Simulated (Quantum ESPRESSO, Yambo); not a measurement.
# SrTiO3 (Tausonite): G0W0 on several meshes in Yambo, part 2 of 2

Aim: the GW shift of SrTiO3 (Tausonite) against the k mesh.

Quantum ESPRESSO 7.5 and Yambo 5.3.0; PBE and many-body steps on it, plane waves. Known limits of the many-body steps: not at the basis limit; no spin-orbit coupling; coarse k mesh.

So far. Step 4 (4×4×4): The gap on the mesh goes from 1.91 eV to 3.47 eV, a correction of +1.57 eV. Step 5 (Empty states on the mesh, 2×2×2 mesh, 176 bands): On this mesh the gap is 1.908 eV.

**6. Conversion and set-up**

This step: Yambo 5.3.0; conversion and set-up on PBE, plane waves, norm-conserving pseudopotentials.

On the command line:

```
$ (cd o/x.save; p2y > p2y.log; mv SAVE ../..); yambo > setup.log
```

Log:

```text
 Yambo, version 5.3.0

 [02] CORE Variables Setup
 =========================

  [02.01] Unit cells
  ==================

  Cell kind             :  CUB
  Atoms in the cell     :  Sr  Ti  O
  number of Sr atoms    :  1
  number of Ti atoms    :  1
  number of O  atoms    :  3

  List of atomic masses
  Mass of Sr    :  87.62000
  Mass of Ti    :  47.86700
  Mass of O     :  15.99900

  List of atomic coordinates    : [cc]
  Sr1       :  3.689955  3.689955  3.689955  order 1
  Ti1       :  0.000000  0.000000  0.000000  order 2
  O1       :  3.689955  0.000000  0.000000  order 3
[...]
[03] Transferred momenta grid and indexing
 ==========================================

 IBZ Q-points                                      :   4
 BZ  Q-points                                      :   8

 K/Q-points units:
 rlu = crystal or reduced units; cc = cartesian coordinates; iku = interal k-units

 Q [1]          [rlu]:  0.000000  0.000000  0.000000
 Q [2]          [rlu]:  0.000000  0.000000 -0.500000
 Q [3]          [rlu]:  0.000000 -0.500000 -0.500000
 Q [4]          [rlu]: -0.500000 -0.500000 -0.500000

  [03.01] X indexes
  =================

   [03.01.01] Sigma indexes
   ========================

 [06] Game Over & Game summary
```

It took 3.4 s on 1 MPI rank of Intel Xeon 6975P-C (Granite Rapids), shared host; peak memory 0.25 GiB.

**7. 2×2×2**

This step: G0W0 on PBE, plane waves, norm-conserving pseudopotentials.

File gw11.in:

```
HF_and_locXC
gw0
dyson
ppa
em1d
rim_cut
RandQpts= 1000000
RandGvec= 1 RL
EXXRLvcs= 76 Ry
VXCRLvcs= 304 Ry
Chimod= "HARTREE"
% BndsRnXp
 1 | 176 |
%
NGsBlkXp= 13 Ry
% LongDrXp
 1 | 1 | 1 |
%
% GbndRnge
 1 | 176 |
%
DysSolver= "n"
ExtendOut
PPAPntXp= 27.21138 eV
% QPkrange
 4 | 4 | 19 | 22 |
 1 | 1 | 19 | 22 |
%
```

On the command line:

```
$ OMP_NUM_THREADS=1 mpirun -n 4 yambo -F gw11.in -J gw11 -C gw11 > gw11.log
```

Log:

```text
 Yambo, version 5.3.0

 [02] CORE Variables Setup
 =========================

  [... cell, symmetries and grids as in the set-up ...]

  [02.05] Energies & Occupations
  ==============================

  [X] === General ===
  [X] Electronic Temperature                        :  0.000000  0.000000 [eV K]
  [X] Bosonic    Temperature                        :  0.000000  0.000000 [eV K]
  [X] Finite Temperature mode                       : no
  [X] El. density                                   :  0.67159E+24 [cm-3]
  [X] Fermi Level                                   :  10.04689 [eV]

  [X] === Gaps and Widths ===
  [X] Conduction Band Min                           :  1.907663 [eV]
  [X] Valence Band Max                              :  0.000000 [eV]
  [X] Filled Bands                                  :  20
  [X] Empty Bands                                   :   21  176
  [X] Direct Gap                                    :  2.262791 [eV]
  [X] Direct Gap localized at k                     :  1
  [X] Indirect Gap                                  :  1.907663 [eV]
  [X] Indirect Gap between kpts                     :   4   1
  [X] Last valence band width                       :  0.729055 [eV]
  [X] 1st conduction band width                     :  2.609048 [eV]

 [03] Transferred momenta grid and indexing
 ==========================================

 IBZ Q-points                                      :   4
 BZ  Q-points                                      :   8

 K/Q-points units:
 rlu = crystal or reduced units; cc = cartesian coordinates; iku = interal k-units

 Q [1]          [rlu]:  0.000000  0.000000  0.000000
 Q [2]          [rlu]:  0.000000  0.000000 -0.500000
 Q [3]          [rlu]:  0.000000 -0.500000 -0.500000
 Q [4]          [rlu]: -0.500000 -0.500000 -0.500000

[...]
[Hartree-Fock] El. density                        :  0.67159E+24 [cm-3]
  [Hartree-Fock] Fermi Level                        :  10.04689 [eV]

  [Hartree-Fock] === Gaps and Widths ===
  [Hartree-Fock] Conduction Band Min                :  2.074578 [eV]
  [Hartree-Fock] Valence Band Max                   : -0.086013 [eV]
  [Hartree-Fock] Filled Bands                       :  20
  [Hartree-Fock] Empty Bands                        :   21  176
  [Hartree-Fock] Direct Gap                         :  2.803632 [eV]
  [Hartree-Fock] Direct Gap localized at k          :  2
  [Hartree-Fock] Indirect Gap                       :  2.160591 [eV]
  [Hartree-Fock] Indirect Gap between kpts          :  3  2
  [Hartree-Fock] Last valence band width            :  5.100646 [eV]
  [Hartree-Fock] 1st conduction band width          :  11.47710 [eV]

 [08] Dyson equation: Newton solver
 ==================================

  [08.01] G0W0 (W PPA)
  ====================

  [  GW  ] Bands range     :    1  176
  [GW/PPA] G damping       :  0.100000 [eV]

  QP @ state[ 1 ] K range:  1  1
  QP @ state[ 1 ] b range:  19  22
  QP @ state[ 2 ] K range:   4   4
  QP @ state[ 2 ] b range:  19  22

   Sc/G bands                                       :    1  176
   Sc/G damping                                     :  0.100000 ev
   Sc bands terminator                              : no
   Sx RL components                                 :   4553

   QP @ state[ 1 ] K range                          :  1  1
   QP @ state[ 1 ] b range                          :  19  22
   QP @ state[ 2 ] K range                          :   4   4
   QP @ state[ 2 ] b range                          :  19  22
   GF energies kind                                 : Perdew, Burke & Ernzerhof(X)+Perdew, Burke & Ernzerhof(C)
   GF WF`s kind                                     : Perdew, Burke & Ernzerhof(X)+Perdew, Burke & Ernzerhof(C)
   Xs energies kind                                 : Perdew, Burke & Ernzerhof(X)+Perdew, Burke & Ernzerhof(C)
   Xs WF`s kind                                     : Perdew, Burke & Ernzerhof(X)+Perdew, Burke & Ernzerhof(C)

 [11] Game Over & Game summary
```

Elapsed: 28 s, on 4 MPI ranks; peak memory 1.4 GiB.

This step gave:

```
G0W0 gap on the points computed              : 3.365 eV
starting gap on the mesh                     : 1.908 eV
k of the valence top                         : -0.5, -0.5, -0.5
k of the conduction bottom                   : 0, 0, 0
least direct G0W0 gap on the computed points : 3.808 eV
Z at the valence top                         : 0.7653
Z at the conduction bottom                   : 0.7778
```

Against G0W0 in Yambo (4×4×4 mesh, 176 bands, screening to 176.9 eV, Godby-Needs plasmon pole), the gap moves by −0.110 eV.

**8. Side by side**

Times are wall times on 4 MPI ranks of Intel Xeon 6975P-C (Granite Rapids), shared host, good to a factor of about two.

| run | mesh | bands | screening cutoff (eV) | DFT gap (eV) | gap on the mesh (eV) | direct (eV) | time |
| --- | --- | --- | --- | --- | --- | --- | --- |
| 4×4×4 | 4×4×4 | 176 | 176.9 | 1.908 | 3.475 | 3.844 | 5.5 min |
| 2×2×2 | 2×2×2 | 176 | 176.9 | 1.908 | 3.365 | 3.808 | 28 s |

**9. Outcome**

| Property | Result |
| --- | --- |
| 4×4×4 | 3.475 eV |
| 2×2×2 | 3.365 eV |
| known limits | not at the basis limit; no spin-orbit coupling; coarse k mesh |

2×2×2: −0.110 eV against 4×4×4. Bands and cutoff are finite, so the gap is not at the basis limit. The miss can reach some tenths of an eV and take either sign; the mesh is an error of its own. In the G0W0 runs levels were corrected at 2 k points alone, so a gap called «on the mesh» is the least over those, and an edge elsewhere would be missed. The 4×4×4 mesh is coarse for this cell, which bears on the long-range parts of exchange and screening. Mesh or cutoff lie under what a gap needs, so these runs test behaviour and cost; their gaps are not to be quoted. This is the ideal cubic cell; many perovskites, halides above all, are cubic only on average, and local tilts or off-centring can widen the gap. The many-body steps are scalar-relativistic: spin-orbit coupling is not in them.

[Paths, hosts, dates, memory and timing lines, banners, echoed tables and standing remarks are left out of the program output.]

[Logs are printed without paths, hosts, clocks, repeated set-up lines and the standing remarks that a program may print on its own settings, such as how far it seeks lower states.]

[Runs of the session that timed out or met a known fault of the program may be left out.]

[Hosts, paths, dates, database ids (printed as entryN), source tags and the programs' standing remarks are cut or masked in the printed files.]
